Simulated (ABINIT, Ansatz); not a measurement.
**C (Diamond): zone-centre phonons**

Which modes does C (Diamond) have at the zone centre?

Calculated with ABINIT 10.8.3; DFT LDA, scalar-relativistic, plane waves, PseudoDojo norm-conserving pseudopotentials.

**Measured values to reproduce.**

“Creating two-dimensional solid helium via diamond lattice confinement” (2022, pmc:9553866) quotes from earlier work for C, diamond cubic (pristine diamond, quoted literature value): lattice constant a (cubic lattice constant a) 3.567 Å [literature experimental value quoted in the paper's theory part for comparison …].

For C, diamond cubic (HPHT type Ib (001) substrate, 300 K), “Surface Morphology and Microstructure Evolution of Single Crystal Diamond during Different Homoepitaxial Growth Stages” (2021, pmc:8537231) gives, by confocal Raman, 532 nm excitation: Raman mode (first-order diamond Raman peak, HPHT substrate (point V)) 1331.19 cm⁻¹ [nitrogen-containing type Ib HPHT substrate, measured on the cross-section; broader line …].

## 1. The starting structure

The structure is cubic, space group Fd-3m (No. 227). Conventional cell: a = 3.538 Å, b = 3.538 Å, c = 3.538 Å, α = 90.00°, β = 90.00°, γ = 90.00°. C has 4 C at 1.53 Å nearest.

## 2. Relaxation

The harmonic expansion starts where the forces on the atoms vanish, and stress shifts the frequencies, so cell and atoms are relaxed with tight thresholds.

The starting cell comes from a relaxation made beforehand in Ansatz (LDA, PseudoDojo NC).

relax.abi reads:

```
# relaxation
ionmov 2
optcell 2
ecutsm 0.5
dilatmx 1.08
ntime 40
tolmxf 2.0d-06
tolvrs 1.0d-14
prtwf 0
prtden 0
chksymtnons 0

# basis, mesh and filling
ecut 37.0
ngkpt 10 10 10
nshiftk 1
shiftk 0.0 0.0 0.0
istwfk *1
occopt 1
nband 4
nstep 100
diemac 9.0
prtebands 0
prtgsr 0
useylm 1

# cell and atoms
acell 4.72785889 4.72785889 4.72785889
rprim 
    0.0 0.7071067812 0.7071067812
    0.7071067812 0.0 0.7071067812
    0.7071067812 0.7071067812 0.0
ntypat 1
znucl 6
natom 2
typat 1 1
xred 
    0.0 0.0 0.0
    0.25 0.25 0.25
pp_dirpath "./pseudo"
pseudos "C.upf"
```

The run is started by

```bash
$ OMP_NUM_THREADS=1 mpirun -n 2 abinit relax.abi > relax.log
```

Numbers of over 12 decimals in the logs are rounded to 6 here.

relax.abo, the main output file:

```text
[banners, grids, parts of the stress and lines that vanish by symmetry left out]
- input  file    -> relax.abi
- output file    -> relax.abo
- root for input  files -> relaxi
[...]
Symmetries : space group Fd -3 m (#227); Bravais cF (face-center cubic)
[...]
mpw =        1031          nfft =       27000          nkpt =          47
[...]
== DATASET  1 ==================================================================
[...]
cutoff_energies: {ecut:  37.0, pawecutdg:  -1.0, }
[...]
ETOT  1  -12.047875638360    -1.205E+01 2.889E-01 7.878E+01
 ETOT  2  -12.064080264088    -1.620E-02 1.834E-04 4.084E-01
 ETOT  3  -12.064136280473    -5.602E-05 2.217E-06 4.756E-03
 ETOT  4  -12.064136667896    -3.874E-07 1.547E-07 4.699E-06
 ETOT  5  -12.064136668410    -5.131E-10 6.326E-10 2.826E-08
[...]
At SCF step    8       vres2   =  1.44E-15 < tolvrs=  1.00E-14 =>converged.
[...]
sigma(1 1)=  1.85820178E-06  sigma(3 2)=  0.00000000E+00
  sigma(2 2)=  1.85820178E-06  sigma(3 1)=  0.00000000E+00
  sigma(3 3)=  1.85820178E-06  sigma(2 1)=  0.00000000E+00
[...]
convergence: {deltae: -1.972E-13, res2:  1.435E-15, residm:  2.245E-14, diffor: null, }
etotal    :  -1.20641367E+01
[...]
ETOT  1  -12.064136669371    -1.206E+01 2.385E-11 5.774E-05
[...]
At SCF step    5       vres2   =  1.07E-15 < tolvrs=  1.00E-14 =>converged.
[...]
sigma(1 1)= -7.12911435E-07  sigma(3 2)=  0.00000000E+00
  sigma(2 2)= -7.12911435E-07  sigma(3 1)=  0.00000000E+00
  sigma(3 3)= -7.12911435E-07  sigma(2 1)=  0.00000000E+00
[...]
convergence: {deltae: -3.553E-14, res2:  1.067E-15, residm:  3.593E-17, diffor: null, }
etotal    :  -1.20641367E+01
[...]
ETOT  1  -12.064136676425    -1.206E+01 5.428E-10 4.439E-06
[...]
ETOT  4  -12.064136676913     2.558E-13 4.073E-16 3.460E-13
 ETOT  5  -12.064136676914    -2.665E-13 6.228E-18 8.071E-17
 At SCF step    5       vres2   =  8.07E-17 < tolvrs=  1.00E-14 =>converged.
[...]
sigma(1 1)=  1.57802154E-08  sigma(3 2)=  0.00000000E+00
  sigma(2 2)=  1.57802154E-08  sigma(3 1)=  0.00000000E+00
  sigma(3 3)=  1.57802154E-08  sigma(2 1)=  0.00000000E+00
[...]
convergence: {deltae: -2.665E-13, res2:  8.071E-17, residm:  6.228E-18, diffor: null, }
etotal    :  -1.20641367E+01
[...]
At Broyd/MD step   3, gradients are converged :
[...]
sigma(1 1)=  1.57802154E-08  sigma(3 2)=  0.00000000E+00
  sigma(2 2)=  1.57802154E-08  sigma(3 1)=  0.00000000E+00
  sigma(3 3)=  1.57802154E-08  sigma(2 1)=  0.00000000E+00
[...]
- sigma(1 1)=  4.64269967E-04  sigma(3 2)=  0.00000000E+00
- sigma(2 2)=  4.64269967E-04  sigma(3 1)=  0.00000000E+00
- sigma(3 3)=  4.64269967E-04  sigma(2 1)=  0.00000000E+00
[...]
fcart     -0.0000000000E+00 -0.0000000000E+00 -0.0000000000E+00
           strten      1.5780215435E-08  1.5780215435E-08  1.5780215435E-08
================================================================================

[key lines of the parts left out:]
pressure_GPa:  -4.6427E-04
Total energy (etotal) [Ha]= -1.20641366769136E+01
```

Elapsed: 8.3 s, on 2 MPI ranks of Arm Neoverse V1, shared host; 16 s of CPU time.

Little changed from the start: no atom moved by 0.005 Å and no cell edge by 0.1 %.

Numbers from this step:

* volume per atom: 5.536 Å³
* pressure: -4.64e-4 GPa

## 3. Self-consistent run for the response

First-order wavefunctions inherit every error of the ground state, hence the very tight tolvrs. The mesh is shifted off Γ, since shifted meshes converge sums over the zone faster.

gs.abi reads:

```
# ground state
tolvrs 1.0d-16
prtden 1
prtwf 1

# basis, mesh and filling
ecut 37.0
ngkpt 8 8 8
nshiftk 4
shiftk 
    0.5 0.5 0.5
    0.5 0.0 0.0
    0.0 0.5 0.0
    0.0 0.0 0.5
istwfk *1
occopt 1
nband 4
nstep 100
diemac 9.0
prtebands 0
prtgsr 0
useylm 1

# cell and atoms
acell 4.727668401 4.727668401 4.727668401
rprim 
    0.0 0.7071067812 0.7071067812
    0.7071067812 0.0 0.7071067812
    0.7071067812 0.7071067812 0.0
ntypat 1
znucl 6
natom 2
typat 1 1
xred 
    0.0 0.0 0.0
    0.25 0.25 0.25
pp_dirpath "./pseudo"
pseudos "C.upf"
```

The run is started by

```bash
$ OMP_NUM_THREADS=1 mpirun -n 2 abinit gs.abi > gs.log
```

gs.abo, the main output file:

```text
[banners, grids, parts of the stress and lines that vanish by symmetry left out]
- input  file    -> gs.abi
- output file    -> gs.abo
- root for input  files -> gsi
[...]
Symmetries : space group Fd -3 m (#227); Bravais cF (face-center cubic)
[...]
mpw =         821          nfft =       19683          nkpt =          60
[...]
== DATASET  1 ==================================================================
[...]
cutoff_energies: {ecut:  37.0, pawecutdg:  -1.0, }
[...]
ETOT  1  -12.046806931390    -1.205E+01 2.363E-01 5.815E+01
 ETOT  2  -12.064104906776    -1.730E-02 2.626E-05 3.418E-01
 ETOT  3  -12.064169827548    -6.492E-05 3.891E-07 3.273E-03
 ETOT  4  -12.064170188220    -3.607E-07 2.238E-08 4.652E-06
 ETOT  5  -12.064170188699    -4.792E-10 8.684E-11 1.133E-08
 ETOT  6  -12.064170188703    -3.633E-12 2.137E-12 1.140E-11
 ETOT  7  -12.064170188703    -1.297E-13 4.068E-14 1.523E-13
 ETOT  8  -12.064170188703    -3.730E-14 1.829E-15 1.333E-15
 ETOT  9  -12.064170188703     3.908E-14 3.107E-17 2.330E-17
 At SCF step    9       vres2   =  2.33E-17 < tolvrs=  1.00E-16 =>converged.
[...]
sigma(1 1)=  4.27433639E-05  sigma(3 2)=  0.00000000E+00
  sigma(2 2)=  4.27433639E-05  sigma(3 1)=  0.00000000E+00
  sigma(3 3)=  4.27433639E-05  sigma(2 1)=  0.00000000E+00
[...]
convergence: {deltae:  3.908E-14, res2:  2.330E-17, residm:  3.107E-17, diffor: null, }
etotal    :  -1.20641702E+01
[...]
sigma(1 1)=  4.27433639E-05  sigma(3 2)=  0.00000000E+00
  sigma(2 2)=  4.27433639E-05  sigma(3 1)=  0.00000000E+00
  sigma(3 3)=  4.27433639E-05  sigma(2 1)=  0.00000000E+00
[...]
- sigma(1 1)=  1.25755318E+00  sigma(3 2)=  0.00000000E+00
- sigma(2 2)=  1.25755318E+00  sigma(3 1)=  0.00000000E+00
- sigma(3 3)=  1.25755318E+00  sigma(2 1)=  0.00000000E+00
[...]
fcart     -0.0000000000E+00 -0.0000000000E+00 -0.0000000000E+00
           strten      4.2743363938E-05  4.2743363938E-05  4.2743363938E-05
================================================================================

[key lines of the parts left out:]
pressure_GPa:  -1.2576E+00
```

Wall time 4.8 s (2 MPI ranks).

Numbers from this step:

- pressure: -1.258 GPa

The cell stands at -1.3 GPa: the relaxation ran with a smoothed cutoff and on another k mesh.

## 4. The gap at rest

Empty bands on the ground state's density check that the gap assumed so far is there in this cell.

gap.abi reads:

```
# empty bands on the ground state's density
iscf -2
getden_filepath "gso_DEN"
tolwfr 1.0d-12
nbdbuf 2
prtwf 0

# basis, mesh and filling
ecut 37.0
ngkpt 12 12 12
nshiftk 1
shiftk 0.0 0.0 0.0
istwfk *1
occopt 1
nband 8
nstep 100
diemac 9.0
prtebands 0
prtgsr 0
useylm 1

# cell and atoms
acell 4.727668401 4.727668401 4.727668401
rprim 
    0.0 0.7071067812 0.7071067812
    0.7071067812 0.0 0.7071067812
    0.7071067812 0.7071067812 0.0
ntypat 1
znucl 6
natom 2
typat 1 1
xred 
    0.0 0.0 0.0
    0.25 0.25 0.25
pp_dirpath "./pseudo"
pseudos "C.upf"
```

The run is started by

```bash
$ OMP_NUM_THREADS=1 mpirun -n 2 abinit gap.abi > gap.log
```

gap.abo, the main output file:

```text
[banners, grids, parts of the stress and lines that vanish by symmetry left out]
- input  file    -> gap.abi
- output file    -> gap.abo
- root for input  files -> gapi
[...]
Symmetries : space group Fd -3 m (#227); Bravais cF (face-center cubic)
[...]
mpw =         821          nfft =       19683          nkpt =          72
[...]
== DATASET  1 ==================================================================
[...]
cutoff_energies: {ecut:  37.0, pawecutdg:  -1.0, }
[...]
-outvars: echo values of variables after computation
            acell      4.7276684010E+00  4.7276684010E+00  4.7276684010E+00 Bohr
================================================================================
```

Wall time 5.2 s (2 MPI ranks); 10 s of CPU time.

Numbers from this step:

| Quantity | Value |
| --- | --- |
| gap on the k-mesh | 4.222 eV |

In this cell the gap on the mesh is 4.2 eV, indirect (smallest direct 5.6 eV), so fixed occupations hold.

## 5. Linear response at Γ

The derivative of the wavefunctions by k comes first, since the response to a field is built on it; then the field and the displacements that symmetry doesn't supply are solved at q = 0.

It reads the wavefunctions written in step 3.

dfpt_gamma.abi reads:

```
ndtset 2

# common to the responses
getwfk_filepath "gso_WFK"
kptopt 2
nqpt 1
qpt 0.0 0.0 0.0
asr 0
chneut 0

# d/dk
rfelfd1 2
rfdir1 1 1 1
iscf1 -3
tolwfr1 1.0d-20

# displacements, field
rfphon2 1
rfatpol2 1 2
rfdir2 1 1 1
rfelfd2 3
getddk2 1
tolvrs2 1.0d-10
prtwf2 0

# basis, mesh and filling
ecut 37.0
ngkpt 8 8 8
nshiftk 4
shiftk 
    0.5 0.5 0.5
    0.5 0.0 0.0
    0.0 0.5 0.0
    0.0 0.0 0.5
istwfk *1
occopt 1
nband 4
nstep 100
diemac 9.0
prtebands 0
prtgsr 0
useylm 1

# cell and atoms
acell 4.727668401 4.727668401 4.727668401
rprim 
    0.0 0.7071067812 0.7071067812
    0.7071067812 0.0 0.7071067812
    0.7071067812 0.7071067812 0.0
ntypat 1
znucl 6
natom 2
typat 1 1
xred 
    0.0 0.0 0.0
    0.25 0.25 0.25
pp_dirpath "./pseudo"
pseudos "C.upf"
```

The run is started by

```bash
$ OMP_NUM_THREADS=1 mpirun -n 2 abinit dfpt_gamma.abi > dfpt_gamma.log
```

dfpt_gamma.abo, the main output file:

```text
[banners, grids, parts of the stress and lines that vanish by symmetry left out]
- input  file    -> dfpt_gamma.abi
- output file    -> dfpt_gamma.abo
- root for input  files -> dfpt_gammai
[...]
DATASET    1 : space group Fd -3 m (#227); Bravais cF (face-center cubic)
[...]
nfft =       19683          nkpt =        1024
[...]
DATASET    2 : space group Fd -3 m (#227); Bravais cF (face-center cubic)
[...]
nfft =       19683          nkpt =        1024
[...]
== DATASET  1 ==================================================================
[...]
cutoff_energies: {ecut:  37.0, pawecutdg:  -1.0, }
[...]
-  6.00000   4.00000  180309                  znucl, zion, pspdat
[...]
Perturbation : derivative vs k along direction   1
[...]
-ETOT  1  -21.500928127069     -2.150E+01 2.185E+00 0.000E+00
 ETOT  2  -21.554135697114     -5.321E-02 6.079E-03 0.000E+00
 ETOT  3  -21.554496019289     -3.603E-04 3.506E-04 0.000E+00
 ETOT  4  -21.554500618155     -4.599E-06 2.819E-06 0.000E+00
 ETOT  5  -21.554500697702     -7.955E-08 1.664E-07 0.000E+00
[...]
At SCF step   14   max residual=  9.98E-21 < tolwfr=  1.00E-20 =>converged.
[...]
Perturbation : derivative vs k along direction   2
[...]
-ETOT  1  -21.500928126829     -2.150E+01 2.185E+00 0.000E+00
[...]
At SCF step   14   max residual=  9.98E-21 < tolwfr=  1.00E-20 =>converged.
[...]
Perturbation : derivative vs k along direction   3
[...]
-ETOT  1  -21.500928126589     -2.150E+01 2.185E+00 0.000E+00
[...]
At SCF step   14   max residual=  9.98E-21 < tolwfr=  1.00E-20 =>converged.
[...]
1        1       1.2686582039    0.0000000000
     1        2       0.6343291019    0.0000000000
     1        3       0.6343291019   -0.0000000000
     2        1       0.6343291019    0.0000000000
     2        2       1.2686582039    0.0000000000
     2        3       0.6343291019    0.0000000000
     3        1       0.6343291019   -0.0000000000
     3        2       0.6343291019    0.0000000000
     3        3       1.2686582039    0.0000000000
[...]
== DATASET  2 ==================================================================
[...]
cutoff_energies: {ecut:  37.0, pawecutdg:  -1.0, }
[...]
Perturbation : displacement of atom   1   along direction   1
[...]
-ETOT  1   9.764965     -3.683E+02 1.676E+00 8.871E+02
[...]
At SCF step    9       vres2   =  4.19E-12 < tolvrs=  1.00E-10 =>converged.
[...]
Perturbation : homogeneous electric field along direction   1
[...]
-ETOT  1  -73.502897816042     -7.350E+01 2.297E+01 1.455E+03
[...]
ETOT  7  -74.105489863637     -7.558E-10 4.189E-10 7.416E-09
 ETOT  8  -74.105489863648     -1.167E-11 2.144E-11 2.366E-11
 At SCF step    8       vres2   =  2.37E-11 < tolvrs=  1.00E-10 =>converged.
[...]
Dielectric tensor, in cartesian coordinates,
[...]
1    4   1    4         5.7041075259        -0.0000000000
   1    4   2    4         0.0000000000        -0.0000000000
   1    4   3    4         0.0000000000        -0.0000000000
   2    4   1    4         0.0000000000        -0.0000000000
   2    4   2    4         5.7041075259        -0.0000000000
   2    4   3    4         0.0000000000        -0.0000000000
   3    4   1    4         0.0000000000        -0.0000000000
   3    4   2    4         0.0000000000        -0.0000000000
   3    4   3    4         5.7041075259        -0.0000000000
  Effective charges, in cartesian coordinates,
[...]
1    1   1    4         0.0003291293         0.0000000000
   2    1   1    4        -0.0000000000         0.0000000000
   3    1   1    4         0.0000000000         0.0000000000
   1    2   1    4         0.0003291293         0.0000000000
   2    2   1    4        -0.0000000000         0.0000000000
[...]
Effective charges, in cartesian coordinates,
[...]
2    4   1    2         0.0000000000         0.0000000000
   3    4   1    2         0.0000000000         0.0000000000
   1    4   2    2        -0.0000000000         0.0000000000
   2    4   2    2         0.0003291594         0.0000000000
   3    4   2    2        -0.0000000000         0.0000000000
   1    4   3    2         0.0000000000         0.0000000000
   2    4   3    2         0.0000000000         0.0000000000
   3    4   3    2         0.0003291594         0.0000000000
  Phonon wavevector (reduced coordinates) :  0.00000  0.00000  0.00000
 Phonon energies in Hartree :
[...]
Phonon frequencies in cm-1    :
-  6.333587E-01  6.333587E-01  6.333589E-01  1.321808E+03  1.321808E+03
-  1.321808E+03
  Phonon at Gamma, with non-analyticity in the
[...]
Phonon energies in Hartree :
[...]
Phonon frequencies in cm-1    :
-  6.333587E-01  6.333587E-01  6.443580E-01  1.321808E+03  1.321808E+03
-  1.321808E+03
  Phonon at Gamma, with non-analyticity in the
[...]
Phonon energies in Hartree :
[...]
Phonon frequencies in cm-1    :
-  6.333587E-01  6.333589E-01  6.443578E-01  1.321808E+03  1.321808E+03
-  1.321808E+03
  Phonon at Gamma, with non-analyticity in the
[...]
Phonon energies in Hartree :
[...]
Phonon frequencies in cm-1    :
-  6.333587E-01  6.333589E-01  6.443577E-01  1.321808E+03  1.321808E+03
-  1.321808E+03
[...]
fcart2     0.0000000000E+00  0.0000000000E+00  0.0000000000E+00
           strten2     0.0000000000E+00  0.0000000000E+00  0.0000000000E+00
================================================================================
```

Elapsed: 5.7 min, on 2 MPI ranks.

Numbers from this step:

* miss of the charge sum rule: 6.58e-4 e
* largest acoustic frequency at the zone centre before the sum rule: 0.63 cm⁻¹
* highest optical zone-centre mode (no LO-TO term): 1322 cm⁻¹
* lowest optical zone-centre mode: 1322 cm⁻¹
* mean high-frequency dielectric constant: 5.704

Born charge (rows field, columns displacement), before the sum rule (e), principal values of the symmetric part by kind of site:

```tsv
atom	atoms with these values	low	middle	high	mean
C1	2	0.0003	0.0003	0.0003	0.0003
```

In full for C1:

```
0.0003 0.0000 0.0000
0.0000 0.0003 0.0000
0.0000 0.0000 0.0003
```

High-frequency dielectric tensor:

```
5.70 0.00 0.00
0.00 5.70 0.00
0.00 0.00 5.70
```

The acoustic modes at Γ come out as far as 0.6 cm⁻¹ from zero, where they should vanish, a small numerical error; the Born charges miss their sum rule by 6.6e-4 e, which is good.

(Part 1 of 3 ends here.)

[Host names and launcher messages were left out of these logs when they were recorded.]

[Logs are printed without paths, hosts, clocks, repeated set-up lines and the standing remarks that a program may print on its own settings, such as how far it seeks lower states.]

[Hosts, paths, dates, database ids (printed as entryN), source tags and the programs' standing remarks are cut or masked in the printed files.]
